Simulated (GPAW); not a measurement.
# Settings that the conductance of butane-1,4-dithiol between two Pt chains needs, part 3 of 3

Aim: the cheapest settings that leave the conductance of butane-1,4-dithiol between two Pt chains unchanged.

GPAW 26.7.0; GPAW LCAO, PAW setups; Landauer transmission from Green's functions with principal layers (ASE), zero bias.

So far. Step 19 (Width of the vacuum box): The conductance, 0.235 G₀, lies 1.4 % below that of the base run. Step 20 (Varying the width of the vacuum box): The conductance, 0.233 G₀, lies 2.3 % below that of the base run.

### Step 21. Varying the width of the vacuum box, box 12.6 × 11.3 Å (continued)

One spin. Table of transmission, zone mean by energy, zero at the Fermi level:

energy (eV), transmission, zone mean and a bar:
```
   -2.000      0.127 ##########
   -1.800      0.143 ############
   -1.750      0.145 ############
   -1.600      0.128 ##########
   -1.400      0.117 ##########
   -1.200      0.106 #########
   -1.000      0.115 #########
   -0.800      0.167 ##############
   -0.600      0.167 ##############
   -0.400      0.149 ############
   -0.250      0.368 ##############################
   -0.200      0.343 ############################
    0.000      0.245 ####################
    0.200      0.139 ###########
    0.400      0.050 ####
    0.600      0.039 ###
    0.800      0.004 
    1.000      0.001 
    1.200      0.001 
    1.400      0.000 
    1.600      0.000 
    1.800      0.000 
    2.000      0.000
```

The conductance, 0.245 G₀, lies 2.9 % above that of the base run.

### Step 22. Width of the vacuum box, box 14.6 × 13.3 Å

The cell differs from the one that the last finished run ended in (a 12.635 → 14.635 Å, b 11.259 → 13.259 Å).

File run.py:

```python
import json
import numpy as np
from ase import Atoms
from ase.transport.calculators import TransportCalculator
from gpaw import GPAW, FermiDirac
from gpaw.lcao.tools import get_lcao_hamiltonian
from scipy.linalg import eigh

# The junction with lead layers at both ends, along the third cell vector
device = Atoms(
    ['Pt', 'Pt', 'Pt', 'Pt', 'Pt', 'Pt', 'Pt', 'S', 'H', 'C', 'H', 'H', 'C', 'H', 'H', 'C', 'H', 'H', 'C', 'H', 'S', 'Pt', 'Pt', 'Pt', 'Pt', 'Pt', 'Pt', 'Pt'],
    positions=[
        [7.31745, 6.62935, 1.20000],
        [7.31745, 6.62935, 3.60000],
        [7.31745, 6.62935, 6.00000],
        [7.31745, 6.62935, 8.40000],
        [7.31745, 6.62935, 10.80000],
        [7.31745, 6.62935, 13.20000],
        [7.31745, 6.62935, 15.60000],
        [6.30101, 5.90718, 17.59194],
        [5.98386, 7.70307, 19.15077],
        [6.13891, 6.62417, 19.25172],
        [8.27102, 6.75775, 19.59905],
        [5.25001, 6.19628, 19.72608],
        [7.38369, 6.33342, 20.08574],
        [7.53962, 5.25001, 20.16481],
        [7.09530, 8.00869, 21.41381],
        [7.25123, 6.92528, 21.49288],
        [9.38491, 7.06241, 21.85255],
        [6.36390, 6.50096, 21.97957],
        [8.49601, 6.63453, 22.32690],
        [8.65105, 5.55563, 22.42785],
        [8.33390, 7.35152, 23.98669],
        [7.31745, 6.62935, 25.97862],
        [7.31745, 6.62935, 28.37862],
        [7.31745, 6.62935, 30.77862],
        [7.31745, 6.62935, 33.17862],
        [7.31745, 6.62935, 35.57862],
        [7.31745, 6.62935, 37.97862],
        [7.31745, 6.62935, 40.37862]],
    cell=[[14.63491, 0.0, 0.0], [0.0, 13.25869, 0.0], [0.0, 0.0, 41.57862]],
    pbc=True)

# One principal layer of the lead: the first 5 atoms of the device
lead = Atoms(
    ['Pt', 'Pt', 'Pt', 'Pt', 'Pt'],
    positions=[
        [7.31745, 6.62935, 1.20000],
        [7.31745, 6.62935, 3.60000],
        [7.31745, 6.62935, 6.00000],
        [7.31745, 6.62935, 8.40000],
        [7.31745, 6.62935, 10.80000]],
    cell=[[14.63491, 0.0, 0.0], [0.0, 13.25869, 0.0], [0.0, 0.0, 12.0]],
    pbc=True)

settings = dict(mode='lcao', basis='dzp', xc='PBE', h=0.2,
                occupations=FermiDirac(0.1), maxiter=250,
                mixer=dict(beta=0.1, nmaxold=8, weight=100.0),
                convergence=dict(density=0.0001))
energies = np.arange(-2, 2 + 1e-9, 0.05)
eta = 0.0001
n1, n2 = 1, 1
# k and -k transmit alike, so half of the mesh across the current serves
mesh = [(i, j) for i in range(n1) for j in range(n2) if (i, j) <= (-i % n1, -j % n2)]
weights = np.array([1 if (i, j) == (-i % n1, -j % n2) else 2 for i, j in mesh]) / (n1 * n2)

# [... helper functions left out ...]
fermi_lead = ground_state(lead, (1, 1, 10), 'lead.txt')
fermi_device = ground_state(device, (1, 1, 2), 'device.txt')
# [... loop over the mesh left out, but for ...]
        # Shift the lead onto the potential of the device's first layer
        shift = ((H[:, 0, 0] - H0[:, 0, 0]) / S0[0, 0]).real.mean()
# [...]
kT = 8.617333e-5 * 77
bias = [0.1, 0.2, 0.5, 1.0, 1.5, 2.0]
# [... integrals and printing left out ...]
```

Command:

```sh
$ OMP_NUM_THREADS=1 OPENBLAS_NUM_THREADS=2 python run.py
```

Run time: 3.5 min. Hardware: 2 threads of Intel Xeon 6975P-C (Granite Rapids), shared host; peak memory 2.9 GiB.

One spin. The transmission, zone mean by energy, zero at the Fermi level:

```tsv
energy (eV)	transmission, zone mean
-2.000	0.128
-1.800	0.144
-1.750	0.145
-1.600	0.128
-1.400	0.118
-1.200	0.106
-1.000	0.116
-0.800	0.168
-0.600	0.169
-0.400	0.152
-0.250	0.370
-0.200	0.346
0.000	0.247
0.200	0.141
0.400	0.0498
0.600	0.0390
0.800	0.00417
1.000	0.00118
1.200	5.6e-4
1.400	3.2e-4
1.600	2.1e-4
1.800	1.4e-4
2.000	1.0e-4
```

The conductance, 0.247 G₀, lies 3.7 % above that of the base run.

### Step 23. Convergence in the width of the vacuum box

This step: convergence of the conductance (GPAW 26.7.0).

The conductance by width of the vacuum box:

```tsv
width of the vacuum box (Å)	conductance (G₀)
5.30	0.256
6.30	0.235
7.80	0.233
9.30	0.238
11.30	0.245
13.30	0.247
```

### Step 24. What came out

* conductance at the base settings: 0.238 G₀
* range over the energy step (0.0125 to 0.2 eV): 0.237 to 0.238 G₀
* range over the broadening (1.0e-6 to 0.05 eV): 0.0645 to 0.239 G₀
* range over the density threshold (1.0e-6 to 0.1): 0.238 to 0.242 G₀
* range over the width of the vacuum box (5.3 to 13.3 Å): 0.233 to 0.256 G₀

At the base settings the conductance, averaged at 77 K, is 0.238 G₀. In the energy step, no value tried moves the conductance by 3 %. In the broadening, 0.001 eV already gives the conductance within 3 % of the finest value tried; currents at finite bias may need more. In the density threshold, no value tried moves the conductance by 3 %. In the width of the vacuum box, 11.3 Å already gives the conductance within 3 % of the finest value tried; currents at finite bias may need more. The thresholds 0.01 and 0.1 ended after the same number of SCF steps: the energy test stopped those runs, so they are one result, not a plateau. Over the ranges tried, the broadening moves it most, counted as a ratio. The geometry was built from estimated bond lengths and not relaxed, so the numbers describe this model structure. The run had no spin polarisation, so a magnetic state, which chains and small molecules with open shells often have, wasn't tested. Spin-orbit coupling is left out, which matters for the heavy atoms here. Semilocal functionals put molecular levels too near the Fermi level, so such conductances usually come out too high, and chain electrodes have a sharper density of states than real ones. An evenly spaced straight chain is an idealisation: free chains tend to dimerise, zigzag or, where a band edge lies near the Fermi level, turn magnetic. The currents use the zero-bias T(E) throughout, which holds only while the bias is small against the distance to the nearest feature.

[Logs are printed without paths, hosts, clocks, repeated set-up lines and the standing remarks that a program may print on its own settings, such as how far it seeks lower states.]

[Hosts, paths, dates, database ids (printed as entryN), source tags and the programs' standing remarks are cut or masked in the printed files.]
